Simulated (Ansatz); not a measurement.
# 1T-SnO2 bilayer (AA) in a perpendicular field, part 3 of 3

Aim: how the 1T-SnO2 bilayer (AA) screens a field along its normal, and what the field does to its bands. A positive field points along +c.

Ansatz 0.2.0; plane-wave DFT, PBE-D3(BJ), Ansatz PAW (the session's first sound run).

So far, gap along the path (eV): step 3 (atoms held, field 0) 2.33; step 5 (field -0.03 V/Å) 2.33; step 6 (field 0.15 V/Å) 2.25; step 7 (field 0.25 V/Å) 2.15; step 8 (field -0.25 V/Å) 2.15.

### Step 9. Response, atoms held

This step: plane-wave DFT, PBE-D3(BJ), Ansatz PAW; response to a field along the normal, atoms held (Ansatz 0.2.0).

The dipoles give the slope, and the difference of two potentials shows where the field is screened.

This step gave:

| Property | Result |
| --- | --- |
| equivalent conductor thickness p/(ε₀AE) | 6.029 Å |
| distance between the outer atoms | 6.652 Å |

Dipole of the cell against applied field:

```
applied field (V/Å)  dipole of the cell (e·Å)
             -0.250                   -0.0746
             -0.030                  -0.00895
              0.000                   -2.4e-7
              0.030                   0.00895
              0.150                    0.0448
              0.250                    0.0746
```

Local field over the applied field, running mean. From the potentials at -0.03 and 0.03 V/Å; running mean over 2.5 Å. The local field over applied field by z:

```
z (Å)  local field over applied field
  4.5                           1.000
  5.0                           0.999
  5.5                           0.998
  6.0                           0.992
  6.5                           0.972
  7.0                           0.919
  7.5                           0.810
  8.0                           0.666
  8.5                           0.500
  9.0                           0.344
  9.5                           0.225
 10.0                           0.185
 10.5                           0.214
 11.0                           0.312
 11.5                           0.421
 12.0                           0.490
 12.5                           0.499
 13.0                           0.449
 13.5                           0.347
 14.0                           0.239
 14.5                           0.186
 15.0                           0.204
 15.5                           0.302
 16.0                           0.450
 16.5                           0.616
 17.0                           0.769
 17.5                           0.892
 18.0                           0.961
 18.5                           0.988
 19.0                           0.997
 19.5                           0.999
 20.0                           1.000
 20.5                           1.000
```

Electrons, planar mean, per unit field. The induced electron density by z:

```
z (Å)  induced electron density (e/Å³ per V/Å)
  4.5                                   5.0e-7
  5.0                                   2.1e-6
  5.5                                   8.1e-6
  6.0                                   3.1e-5
  6.5                                   1.1e-4
  7.0                                   3.8e-4
  7.5                                  0.00113
  8.0                                  0.00272
  8.5                                  0.00319
  9.0                                  0.00156
  9.5                                   5.8e-4
 10.0                                  -3.3e-5
 10.5                                  -4.4e-4
 11.0                                 -0.00153
 11.5                                 -0.00269
 12.0                                 -0.00180
 12.5                                   9.9e-4
 13.0                                  0.00297
 13.5                                  0.00113
 14.0                                  0.00127
 14.5                                  -4.2e-6
 15.0                                  -5.8e-5
 15.5                                 -0.00210
 16.0                                 -0.00223
 16.5                                 -0.00323
 17.0                                 -0.00152
 17.5                                  -5.3e-4
 18.0                                  -1.7e-4
 18.5                                  -4.6e-5
 19.0                                  -1.2e-5
 19.5                                  -3.1e-6
 20.0                                  -7.4e-7
 20.5                                  -1.8e-7
```

The smaller of the gaps on the path and on the k-mesh, counted as 0 under 0.03 eV. Gap against applied field:

```
applied field (V/Å)  gap (eV)
             -0.250      2.15
             -0.030      2.33
              0.000      2.33
              0.030      2.33
              0.150      2.25
              0.250      2.15
```

By hand: between -0.03 and 0.03 V/Å the dipole changes by 0.01791 e·Å, a slope of 0.2984 e·Å²/V. A perfect conductor of thickness t has p = ε₀AEt, so t = 180.95 × 0.2984 / 8.958 = 6.03 Å (e/ε₀ = 180.95 V·Å, A in Å²).

The induced dipole is that of a conductor 6.03 Å thick.

### Step 10. With spin-orbit coupling, k-mesh 12×12×1

This step: plane-wave DFT, PBE, fully relativistic PAW with spin-orbit coupling (Ansatz 0.2.0).

Heavy atoms split their bands by spin-orbit coupling, so this run uses fully relativistic files and two-component states.

File input.yaml:

```yaml
crystal:
  lattice:
    - [3.2161415705, 0.0, 0.0]
    - [-1.6080707853, 2.7852603022, 0.0]
    - [0.0, 0.0, 24.6520990131]
  atoms:
    - { symbol: O, position: [0.6666666667, 0.3333333333, 0.3650804743] }
    - { symbol: Sn, position: [0.0, 0.0, 0.4062450328] }
    - { symbol: O, position: [0.3333333333, 0.6666666667, 0.4472976204] }
    - { symbol: O, position: [0.6666666667, 0.3333333333, 0.5527023796] }
    - { symbol: Sn, position: [0.0, 0.0, 0.5937549672] }
    - { symbol: O, position: [0.3333333333, 0.6666666667, 0.6349195257] }
kpoints:
  mp_grid: { grid: [12, 12, 1] }
  band_path: { path: [[0, 0, 0], [0.12, 0, 0]], npoints: 24 }
hamiltonian:
  xc: pbe
  pseudopotentials: { kind: paw_fr }
magnetization:
  noncollinear: true
  spin_orbit: true
scf:
  occupations: { method: fermi_dirac, width: 0.02585 }
  convergence: { dr2_threshold: 1.0e-09 }
efield:
  axis: 3
  dipole_correction: true
  ramp_position: 0.97
  ramp_width: 0.06
  amplitude: 0
output:
  write_potential: true
  write_density: true
  volumetric_format: npy
```

Command:

```console
$ ansatz run input.yaml --threads 4 --pin off --max-ram 6144MiB --backend cpu --events-out ev --progress --plain --runs-dir out
```

Numbers of over 12 decimals in the logs are rounded to 6 here.

Log:

```text
[...]
non-collinear run that drives no moment, with spin-orbit: no starting moment large enough to seed its density (crystal.atoms[].spin), no starting occupations that ask for one, no magnetisation constraint and no magnetic field, so the semilocal B_xc is pinned to zero
Crystal: 6 atoms, lattice volume = 220.828 Å³
Basis set: ecut = 420 eV, 4415 PW (Γ)
Bands: 64, of which v1, the nominal top of the filled ones, is band 52 counted from 1 (51 counted from 0)
Symmetry: 6 space group operations + 6 with time reversal
k-points: 19 of 144 (time reversal used)
Projection manifold: j_resolved (fully-relativistic pseudo-atomic orbitals)
[...]
SCF iter   1: F=—  HF=-14327.105922 eV  |F-HF|=—  |Δ(HF+E_count)|=         —  Δρ=9.44e-2  dr2=2.07e1  dr2_m=0.00e0 (ungated)  ethr=3.10e-3  |M|=0.00e0 ∫|m|=0.00e0 μB  |m|>n=0.0e0 m-floor=0.0e0 τ_xc=0.0e0  β_m=0.30  p=0.000 e·Å  D=1.86e-13 V/Å  ΔV_dip=-0.00 eV  dr2_dipole=4.08e-10  V_vac-E_F(+/−)=9.23/9.23 eV  ⟨swp⟩=9.2  Hψ=6948  notcnv=0  defer=1
[...]
SCF iter  12: F=-14321.272012 eV  HF=-14321.272012 eV  |F-HF|=3.20e-10  |Δ(HF+E_count)|=   4.38e-9  Δρ=5.89e-7  dr2=4.70e-10  dr2_m=0.00e0 (ungated)  ethr=1.92e-12  |M|=0.00e0 ∫|m|=0.00e0 μB  |m|>n=0.0e0 m-floor=0.0e0 τ_xc=0.0e0  p=-0.000 e·Å  D=-6.29e-7 V/Å  ΔV_dip=0.00 eV  dr2_dipole=1.02e-11  V_vac-E_F(+/−)=7.07/7.07 eV  ⟨swp⟩=17.1  Hψ=6746  notcnv=0
SCF 1 converged in 12 iterations: F = -14321.272012 eV  dr2 = 4.70e-10
[...]
SCF converged after 12 iterations
Magnetization: |M| = 0.0000 μB,  M = (+0.0000, +0.0000, +0.0000) μB
Absolute magnetization: 0.0000 μB (∫|m|)
  site 0: m = (+0.0000, +0.0000, +0.0000) μB, |m| = 0.0000 μB  (R = 0.87 Å)
  site 1: m = (+0.0000, +0.0000, +0.0000) μB, |m| = 0.0000 μB  (R = 0.87 Å)
  site 2: m = (+0.0000, +0.0000, +0.0000) μB, |m| = 0.0000 μB  (R = 0.87 Å)
  site 3: m = (+0.0000, +0.0000, +0.0000) μB, |m| = 0.0000 μB  (R = 0.87 Å)
  site 4: m = (+0.0000, +0.0000, +0.0000) μB, |m| = 0.0000 μB  (R = 0.87 Å)
  site 5: m = (+0.0000, +0.0000, +0.0000) μB, |m| = 0.0000 μB  (R = 0.87 Å)
Free energy (F): -14321.272012 eV
[...]
Internal energy: -14321.272012 eV  (E = F + TS)
E sigma→0 (E₀):  -14321.272012 eV
Fermi energy:    -1.447610 eV
Dipole field:    D = 0.000003 V/Å  (p = 0.000004 e·Å, saw-weighted, corrected)
Work function:   Φ+ = 7.0712 eV   Φ− = 7.0713 eV
[...]
--- Band table (eV; the first three rows and the last of 19) ---
  k-point 0: bands = [... 48 lower, -3.4106, -3.4106, -2.9688, -2.9688, -0.3237, -0.3237, 0.3980, 0.3980, ... 8 higher]
  k-point 1: bands = [... 48 lower, -3.2375, -3.2375, -2.8397, -2.8397, 0.0672, 0.0672, 0.6710, 0.6710, ... 8 higher]
  k-point 2: bands = [... 48 lower, -3.1112, -3.1112, -2.7311, -2.7311, 0.9295, 0.9295, 1.3161, 1.3161, ... 8 higher]
  k-point 18: bands = [... 48 lower, -2.7532, -2.7532, -2.7419, -2.7419, 3.5677, 3.5677, 3.6109, 3.6109, ... 8 higher]
```

Run time: 33 s. Hardware: 4 threads of Intel Xeon Platinum 8559C (Emerald Rapids), shared host; peak memory 1.6 GiB.

This step gave:

| Property | Result |
| --- | --- |
| gap on the k-mesh | 2.335 eV |
| dipole along the normal | 4.23e-6 e·Å |
| gap along the path | 2.456 eV |
| smallest direct gap along the path | 2.645 eV |
| electron affinity, upper face | 5.947 eV |
| gap, the smaller of path and mesh | 2.335 eV |

Electronic bands along the path, in eV, zero at the Fermi level of the run, which the smearing sets inside the gap:

```
  point  band 49  band 50  band 51  band 52  band 53  band 54  band 55  band 56
      Γ    -1.96    -1.96    -1.52    -1.52     1.12     1.12     1.85     1.85
halfway    -1.84    -1.84    -1.44    -1.44     1.34     1.34     1.99     1.99
    end    -1.73    -1.73    -1.33    -1.33     1.87     1.87     2.38     2.38
```

The gap is 2.33 eV, with the valence edge 8.28 eV and the conduction edge 5.95 eV under the upper vacuum level.

### Step 11. With spin-orbit coupling, k-mesh 12×12×1, field 0.2 V/Å

The same in a field along the normal.

input.yaml, as its differences from that of step 10:

```diff
@@ -29,3 +29,3 @@
   ramp_width: 0.06
-  amplitude: 0
+  amplitude: 0.2
 output:
```

Log:

```text
[...]
Crystal: 6 atoms, lattice volume = 220.828 Å³
Basis set: ecut = 420 eV, 4415 PW (Γ)
Bands: 64, of which v1, the nominal top of the filled ones, is band 52 counted from 1 (51 counted from 0)
Symmetry: 6 space group operations + 6 with time reversal
k-points: 19 of 144 (time reversal used)
[...]
k-point 1: bands = [... 48 lower, -3.1843, -3.1841, -2.7935, -2.7928, 0.0254, 0.0267, 0.7093, 0.7095, ... 8 higher]
  k-point 2: bands = [... 48 lower, -3.0722, -3.0720, -2.6803, -2.6792, 0.8686, 0.8703, 1.3727, 1.3731, ... 8 higher]
  k-point 18: bands = [... 48 lower, -2.7096, -2.6986, -2.6525, -2.6415, 3.4265, 3.4265, 3.7496, 3.7498, ... 8 higher]
[key lines of the parts left out:]
SCF converged after 12 iterations
Magnetization: |M| = 0.0000 μB,  M = (+0.0000, +0.0000, +0.0000) μB
Free energy (F): -14321.277981 eV
Fermi energy:    -1.418146 eV
Dipole field:    D = 0.048916 V/Å  (p = 0.059696 e·Å, saw-weighted, corrected)
```

The job ended after 34 s (4 threads; peak memory 1.6 GiB).

This step gave:

| Item | Value |
| --- | --- |
| gap on the k-mesh | 2.208 eV |
| dipole along the normal | 0.05970 e·Å |
| gap along the path | 2.373 eV |
| smallest direct gap along the path | 2.577 eV |
| gap, the smaller of path and mesh | 2.208 eV |

The dipole is 0.0597 e·Å, and the gap 2.208 eV.

### Step 12. A changed input

This step: plane-wave DFT, PBE-D3(BJ), Ansatz PAW (Ansatz 0.2.0).

An input spoilt on purpose, to show how the run answers: it repeats the earlier run at 0.03 V/Å with scf.occupations from method: fermi_dirac, width: 0.02585 removed, and scf.max_iter set to 80.

input.yaml, the sections that differ from step 11:

```yaml
kpoints:
  mp_grid: { grid: [18, 18, 1] }
  band_path:
    path: [[0, 0, 0], [0.5, 0, 0], [0.33333333, 0.33333333, 0], [0, 0, 0]]
    npoints: 16
hamiltonian:
  xc: pbe
  dispersion: d3bj
scf:
  convergence: { dr2_threshold: 1.0e-10 }
  max_iter: 80
efield:
  axis: 3
  dipole_correction: true
  ramp_position: 0.97
  ramp_width: 0.06
  amplitude: 0.03
# crystal, output: as in step 11
# magnetization: removed
```

Log:

```text
Error: YAML parse error: `scf.occupations.method` is required: fixed only where the cell keeps a band gap throughout the run, explicit beside scf.occupations.values (under evaluate: without them), else a smearing such as fermi_dirac (scf.occupations.width is optional; its entry in the input reference gives the default)
```

Wall time 0.03 s (4 threads); peak memory 0.032 GiB.

The program refused the input before any cycle.

The program's message: “Error: YAML parse error: `scf.occupations.method` is required: fixed only where the cell keeps a band gap throughout the run, explicit beside scf.occupations.values (under evaluate: without them), els …”

The fault put into the input: no occupation method.

### Step 13. What came out

```
gap without field                          : 2.33 eV
ionisation energy, upper face              : 8.28 eV
electron affinity, upper face              : 5.95 eV
equivalent conductor thickness, atoms held : 6.03 Å
```

**Reading.** The induced dipole equals that of a perfect conductor 6.03 Å thick, while the outer atoms lie 6.65 Å apart; an out-of-plane ε follows only once a thickness t is chosen, by 1 − 1/ε = 6.03 Å / t. The gap goes from 2.33 eV to 2.15 eV at -0.25 V/Å. With the field reversed the gap is 2.15 eV at 0.25 V/Å. Semilocal functionals give gaps that are too small, and excitons are not included. The field series itself is without spin-orbit coupling.

[Logs are printed without paths, hosts, clocks, repeated set-up lines and the standing remarks that a program may print on its own settings, such as how far it seeks lower states.]

[Hosts, paths, dates, database ids (printed as entryN), source tags and the programs' standing remarks are cut or masked in the printed files.]

[Maps of the electrostatic potential energy from Ansatz leave out the sawtooth potential of an applied field or a dipole correction, so their vacuum need not be flat; planar profiles and work functions include it.]
